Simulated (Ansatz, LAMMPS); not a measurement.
# Relaxing amorphous 43ZrO2-57SiO2 (mol %) (84 atoms), part 2 of 4

How does amorphous 43ZrO2-57SiO2 (mol %) (84 atoms) relax, and what do bonds, charges and levels look like afterwards?

Ansatz 0.2.0; Kohn-Sham DFT, PBE, PAW (set soft_2), plane waves.

The cell: 12 Zr, 16 Si and 56 O. The quench rate of 50 K/ps is many orders above laboratory rates. The network of bonds at the start is that of the classical potential that made the cell. Only the Γ point is sampled in the main run, in a cell whose shortest periodic width is 11 Å.

So far. Step 3 (Single point at the start): Neighbours are counted within 2.12 Å (O-Si), 2.82 Å (O-Zr).

## 4. Cell and atoms relaxed

The cell is relaxed with the atoms, since the starting lattice needn't suit this functional.

Input file input.yaml:

```yaml
crystal:
  lattice:
    - [10.6201, 0.0, 0.0]
    - [0.0, 10.6201, 0.0]
    - [0.0, 0.0, 10.6201]
  atoms:
    [... the 84 atom lines of step 3 ...]
kpoints:
  mp_grid: { grid: [1, 1, 1] }
hamiltonian:
  xc: pbe
scf:
  occupations: { method: fermi_dirac, width: 0.025 }
output:
  forces: true
relax:
  f_tol: 0.04
  max_steps: 250
  cell: {}
```

Started as:

```bash
$ ansatz run input.yaml --threads 4 --pin off --max-ram 8192MiB --backend cpu --events-out ev --progress --plain --runs-dir out
```

Numbers of over 12 decimals in the logs are rounded to 6 here.

The program printed:

```text
[...]
Crystal: 84 atoms, lattice volume = 1197.804 Å³
Basis set: ecut = 420 eV, 23439 PW (Γ), exchange–correlation on 144×144×144 points (8 copies of the dense FFT grid, shifted against one another)
Bands: 356, of which v1, the nominal top of the filled ones, is band 272 counted from 1 (271 counted from 0)
Symmetry: 1 space group operations
[...]
k-points: 1
[...]
SCF iter   1: F=—  HF=-92257.245285 eV  |F-HF|=—  |Δ(HF+E_count)|=         —  Δρ=3.10e-3  dr2=1.22e-1  ethr=1.77e-3  ⟨swp⟩=6.0  Hψ=1402  notcnv=0  defer=59
[...]
SCF iter  11: F=-92257.236858 eV  HF=-92257.236858 eV  |F-HF|=5.01e-8  |Δ(HF+E_count)|=   1.75e-7  Δρ=1.86e-6  dr2=4.81e-8  ethr=1.84e-11  ⟨swp⟩=4.0  Hψ=1025  notcnv=0
SCF 1 converged in 11 iterations: F = -92257.236858 eV  dr2 = 4.81e-8
[...]
relax step   1: F+E_penalty+E_count = -92257.23685801 eV  Δ(F+E_penalty+E_count) = +0.000e0 eV  max|allowed force component| = 3.290e0 eV/Å  Δτ_max = 0.0000 Å  P = -0.727 GPa  Ω = 1197.804 Å³  (11 SCF iters, dr2 threshold 1.00e-7 eV, accepted)
[... from here on, the SCF cycles and remarks between the steps are left out ...]
relax step   2: F+E_penalty+E_count = -92260.46667074 eV  Δ(F+E_penalty+E_count) = -3.230e0 eV  max|allowed force component| = 1.436e0 eV/Å  Δτ_max = 0.1532 Å  P = +2.055 GPa  Ω = 1169.356 Å³  energy of the carried Pulay correction = +9.790e-2 eV  (8 SCF iters, dr2 threshold 8.40e-6 eV, accepted)
relax step   3: F+E_penalty+E_count = -92261.40442017 eV  Δ(F+E_penalty+E_count) = -9.377e-1 eV  max|allowed force component| = 9.271e-1 eV/Å  Δτ_max = 0.0881 Å  P = +0.748 GPa  Ω = 1174.279 Å³  energy of the carried Pulay correction = +8.079e-2 eV  (8 SCF iters, dr2 threshold 8.40e-6 eV, accepted)
relax step   4: F+E_penalty+E_count = -92262.20574732 eV  Δ(F+E_penalty+E_count) = -8.013e-1 eV  max|allowed force component| = 4.513e-1 eV/Å  Δτ_max = 0.2000 Å  P = -0.165 GPa  Ω = 1175.055 Å³  energy of the carried Pulay correction = +7.810e-2 eV  (8 SCF iters, dr2 threshold 8.40e-6 eV, accepted)
relax step   5: F+E_penalty+E_count = -92262.36907318 eV  Δ(F+E_penalty+E_count) = -1.633e-1 eV  max|allowed force component| = 1.718e-1 eV/Å  Δτ_max = 0.2000 Å  P = -0.059 GPa  Ω = 1173.897 Å³  energy of the carried Pulay correction = +8.211e-2 eV  (8 SCF iters, dr2 threshold 8.40e-6 eV, accepted)
relax step   6: F+E_penalty+E_count = -92262.40716477 eV  Δ(F+E_penalty+E_count) = -3.809e-2 eV  max|allowed force component| = 8.750e-2 eV/Å  Δτ_max = 0.1700 Å  P = -0.001 GPa  Ω = 1172.680 Å³  energy of the carried Pulay correction = +8.634e-2 eV  (8 SCF iters, dr2 threshold 1.85e-6 eV, accepted)
relax step   7: F+E_penalty+E_count = -92262.41682507 eV  Δ(F+E_penalty+E_count) = -9.660e-3 eV  max|allowed force component| = 4.585e-2 eV/Å  Δτ_max = 0.0735 Å  P = +0.015 GPa  Ω = 1172.440 Å³  energy of the carried Pulay correction = +8.717e-2 eV  (8 SCF iters, dr2 threshold 4.78e-7 eV, accepted)
relax step   8: F+E_penalty+E_count = -92262.41717109 eV  Δ(F+E_penalty+E_count) = -3.460e-4 eV  max|allowed force component| = 1.471e-2 eV/Å  Δτ_max = 0.0103 Å  P = -0.001 GPa  Ω = 1172.590 Å³  energy of the carried Pulay correction = +8.665e-2 eV  (7 SCF iters, dr2 threshold 1.31e-7 eV, accepted)
relax step   9: F+E_penalty+E_count = -92262.39918850 eV  Δ(F+E_penalty+E_count) = +1.798e-2 eV  max|allowed force component| = 1.624e-2 eV/Å  Δτ_max = 0.0000 Å  P = -0.047 GPa  Ω = 1172.590 Å³  stress off target by 2.50e-1 GPa  SCF on the basis re-selected at this cell (its energy is not comparable with the rows above)  (7 SCF iters)
relax step  10: F+E_penalty+E_count = -92262.40568774 eV  Δ(F+E_penalty+E_count) = -6.499e-3 eV  max|allowed force component| = 3.057e-2 eV/Å  Δτ_max = 0.0156 Å  P = +0.015 GPa  Ω = 1172.000 Å³  energy of the carried Pulay correction = +2.047e-3 eV  (8 SCF iters, dr2 threshold 1.57e-7 eV, accepted)
relax step  11: F+E_penalty+E_count = -92262.40411189 eV  Δ(F+E_penalty+E_count) = +1.576e-3 eV  max|allowed force component| = 3.064e-2 eV/Å  Δτ_max = 0.0000 Å  P = +0.013 GPa  Ω = 1172.000 Å³  stress off target by 3.71e-2 GPa  SCF on the basis re-selected at this cell (its energy is not comparable with the rows above)  (6 SCF iters)
[...]
SCF converged after 6 iterations
Free energy (F): -92262.404112 eV
[...]
Internal energy: -92262.404112 eV  (E = F + TS)
E sigma→0 (E₀):  -92262.404112 eV
Fermi energy:    6.520760 eV
[...]
--- Forces (eV/Å), atoms counted from 1 ---
  atom   1  Zr     0.01412057    -0.00451732     0.02836730
  atom   2  Zr     0.00737139    -0.00193123     0.00861426
  atom   3  Zr    -0.00368576     0.00119008    -0.00841097
  atom   4  Zr    -0.00461340     0.00182316    -0.00791200
  atom   5  Zr     0.01940626     0.02539046    -0.00376095
  atom   6  Zr     0.00046575     0.00588779     0.00710256
  atom   7  Zr    -0.00351742     0.00187876     0.00700973
  atom   8  Zr    -0.00242587    -0.00332293     0.00394608
  atom   9  Zr    -0.02243543     0.00460579     0.00880792
  atom  10  Zr     0.00254221    -0.00469602     0.00125428
  atom  11  Zr     0.00809482    -0.00186586    -0.00435773
  atom  12  Zr    -0.00131763    -0.00040223     0.00353603
  atom  13  Si     0.00829723     0.00474213    -0.00006502
  atom  14  Si     0.01073973    -0.01690116     0.01009952
[...]
atom  83  O      0.00104818     0.00466653     0.00395363
  atom  84  O      0.02504514    -0.00346241    -0.00023176
  max |Σ_I F_I| component: 1.71e-5 eV/Å
--- Stress (GPa, compression-positive) ---
        0.026868      -0.013047       0.009684
       -0.013046       0.008109      -0.005157
        0.009683      -0.005158       0.003015
  P = ⅓ Tr σ = 0.0127 GPa (0.127 kbar)
--- Relaxed structure (9 steps of the walk, 9 accepted, 2 SCFs on fresh bases) ---
  F+E_penalty+E_count = -92262.40411189 eV   max|allowed force component| = 3.064e-2 eV/Å   (the final SCF, on the basis selected at the relaxed cell)
  cell:  # Å, volume = 1171.9999 Å³
    - [10.781634, 0.251796, 0.211360]
    - [0.251796, 10.389154, 0.067901]
    - [0.211360, 0.067901, 10.473610]
  atoms:
    - { symbol: Zr, position: [0.843786, 0.130939, 0.047587] }
    - { symbol: Zr, position: [0.038256, 0.513828, 0.807927] }
    - { symbol: Zr, position: [0.633046, 0.839745, 0.161909] }
    - { symbol: Zr, position: [0.692072, 0.177545, 0.510936] }
[...]
- { symbol: O, position: [0.513306, 0.770325, 0.549189] }
```

Run time: 2.6 min. Hardware: 4 threads of Arm Neoverse V1, shared host; peak memory 1.5 GiB; 9.6 min of CPU time.

The steps of the relaxation:

```tsv
step	energy less that of the first step (eV)	largest force component (eV/Å)	pressure (GPa)	volume (Å³)
1	0.0000	3.2903	-0.73	1197.80
2	-3.2298	1.4360	2.05	1169.36
3	-4.1676	0.9271	0.75	1174.28
4	-4.9689	0.4513	-0.17	1175.06
5	-5.1322	0.1718	-0.06	1173.90
6	-5.1703	0.0875	0.00	1172.68
7	-5.1800	0.0459	0.02	1172.44
8	-5.1803	0.0147	0.00	1172.59
9*	-5.1623	0.0162	-0.05	1172.59
10	-5.1688	0.0306	0.02	1172.00
11*	-5.1673	0.0306	0.01	1172.00
```

Relaxation steps marked * repeat the geometry before them on a plane-wave basis chosen anew for their cell, so energy and pressure can jump there.

```tsv
cell as run	before	after	change
a (Å)	10.620	10.787	+1.6 %
b (Å)	10.620	10.392	-2.1 %
c (Å)	10.620	10.476	-1.4 %
α (°)	90.00	89.23	-0.9 %
β (°)	90.00	87.71	-2.5 %
γ (°)	90.00	87.27	-3.0 %
volume (Å³/atom)	14.26	13.95	-2.2 %
```

The atoms that moved most (Å, as changes of fractional coordinates times the final cell):

```tsv
atom	dx	dy	dz	length
O76	-0.416	-0.318	-0.196	0.559
O50	0.103	0.043	-0.515	0.527
O44	-0.307	0.030	-0.224	0.382
O45	0.248	-0.043	0.153	0.294
O72	0.210	0.133	-0.102	0.269
O32	0.053	-0.233	0.122	0.269
O31	-0.215	-0.150	0.048	0.267
O58	-0.183	-0.078	0.167	0.260
```

The relaxation changed the energy by -61.5 meV/atom, and atoms moved by 0.18 Å r.m.s., 0.56 Å at most.

## 5. Distances and neighbours after relaxation

Bonds before and after, by the cutoffs listed below:

```tsv
pair	bonds before	bonds after	mean before (Å)	mean after (Å)	spread before (Å)	spread after (Å)
O-Si	64	64	1.632	1.643	0.051	0.031
O-Zr	71	71	2.163	2.150	0.153	0.180
```

Density 3.46 g/cm³, 13.95 Å³ an atom.

Pair distribution functions g(r), in bins of 0.2 Å:

```tsv
r (Å)	total	O-O	O-Si	O-Zr	Si-Si	Si-Zr	Zr-Zr
1.50	0.11	0.00	0.42	0.00	0.00	0.00	0.00
1.70	3.03	0.00	11.93	0.00	0.00	0.00	0.00
1.90	0.66	0.00	0.00	3.42	0.00	0.00	0.00
2.10	0.93	0.00	0.00	4.86	0.00	0.00	0.00
2.30	0.35	0.06	0.00	1.73	0.00	0.00	0.00
2.50	0.59	1.00	0.00	0.78	0.00	0.00	0.00
2.70	1.69	3.75	0.00	0.09	0.00	0.00	0.00
2.90	0.81	1.62	0.00	0.00	2.13	0.28	0.00
3.10	1.05	1.57	0.70	0.00	3.38	1.01	0.00
3.30	0.86	0.82	0.81	0.45	1.03	2.20	2.31
3.50	0.82	0.56	1.02	0.22	0.00	3.99	2.75
3.70	0.98	0.68	1.40	0.90	0.52	1.64	1.92
3.90	1.08	0.62	1.65	1.40	1.21	0.31	2.61
4.10	1.11	0.76	1.58	1.56	0.65	0.30	1.54
4.30	1.04	0.58	1.80	1.32	0.58	0.64	0.69
4.50	1.02	0.88	0.90	1.61	1.64	0.72	0.00
4.70	1.20	1.29	0.78	1.64	1.15	1.33	0.00
4.90	0.97	1.14	0.49	1.16	0.75	1.31	0.54
5.10	1.08	1.39	0.72	0.69	1.82	0.74	1.73
```

Bonds by pair of elements; cutoffs follow the first minimum of g(r), held within bounds set by covalent radii, and pairs that aren't listed don't count as bonded:

```tsv
pair A-B	cutoff (Å)	bonds	mean length (Å)	spread (Å)	shortest (Å)	B about A	A about B
O-Si	2.12	64	1.64	0.031	1.59	1.14	4
O-Zr	2.98	71	2.15	0.18	1.93	1.27	5.92
```

How many atoms have how many bonded neighbours:

```tsv
element	mean	2	3	4	5	6	7
O	2.41	34	21	1	0	0	0
Si	4	0	0	16	0	0	0
Zr	5.92	0	0	0	2	9	1
```

Bond angles, per cent of each kind in bins of 5°:

```tsv
angle (°)	O-Zr-O	O-Si-O	Si-O-Zr	Zr-O-Zr	Si-O-Si
60–65	1.1	0.0	0.0	0.0	0.0
65–70	4.0	0.0	0.0	0.0	0.0
70–75	6.2	0.0	0.0	0.0	0.0
75–80	9.7	0.0	0.0	0.0	0.0
80–85	10.8	0.0	0.0	0.0	0.0
85–90	6.8	1.0	0.0	0.0	0.0
90–95	8.0	0.0	6.0	5.6	0.0
95–100	10.2	1.0	8.0	16.7	0.0
100–105	11.4	17.7	0.0	16.7	0.0
105–110	4.0	36.5	4.0	16.7	0.0
110–115	2.3	29.2	0.0	5.6	0.0
115–120	3.4	11.5	8.0	2.8	0.0
120–125	1.1	2.1	12.0	2.8	11.8
125–130	1.7	1.0	6.0	0.0	23.5
130–135	0.6	0.0	16.0	11.1	5.9
135–140	2.3	0.0	14.0	5.6	5.9
140–145	0.0	0.0	8.0	5.6	17.6
145–150	2.3	0.0	8.0	2.8	5.9
150–155	2.8	0.0	4.0	2.8	11.8
155–160	3.4	0.0	2.0	5.6	5.9
160–165	4.5	0.0	2.0	0.0	11.8
165–170	1.7	0.0	0.0	0.0	0.0
170–175	1.7	0.0	2.0	0.0	0.0
```

Bond angles (no mean is given where the spread exceeds 20°):

```tsv
angle	count	mean (°)	spread (°)
O-Zr-O	176	-	-
O-Si-O	96	109	5.6
Si-O-Zr	50	129	18.7
Zr-O-Zr	36	117	19.6
Si-O-Si	17	141	14.1
```

Oxygen atoms by the number of network formers (Si, P, Ge, B, Al, As, Ga) bound to them:

```tsv
network formers bound to O	O atoms	per cent
0	9	16.1
1	30	53.6
2	17	30.4
```

Network units: each former by its oxygen neighbours and how many of them bridge to another former:

```tsv
former	O neighbours	bridging O	atoms
Si	4	0	1
Si	4	1	3
Si	4	2	5
Si	4	3	7
```

Bond length by coordination (bonds to H left out):

```tsv
element	coordination	atoms	mean bond length (Å)
O	2	34	1.75
O	3	21	2.06
O	4	1	2.24
Zr	5	2	2.08
Zr	6	9	2.15
Zr	7	1	2.20
```

For some of the pairs, g(r) has its first main peak near 2.7 Å (O-O), 1.6 Å (O-Si), 2.1 Å (O-Zr), 3.1 Å (Si-Si) and 3.5 Å (Si-Zr). Counting bonds as in the table, 61 % of O atoms have 2, all Si atoms have 4 and 75 % of Zr atoms have 6 bonded neighbours. Counting bonds to Si alone, not to Zr, 30 % of the oxygens join two of these atoms and 54 % one; 16 % join none. The commonest Si unit has 4 oxygens, 3 of them shared with other formers (7 of 16 atoms).

[end of part 2 of 4]

[Logs are printed without paths, hosts, clocks, repeated set-up lines and the standing remarks that a program may print on its own settings, such as how far it seeks lower states.]

[Hosts, paths, dates, database ids (printed as entryN), source tags and the programs' standing remarks are cut or masked in the printed files.]
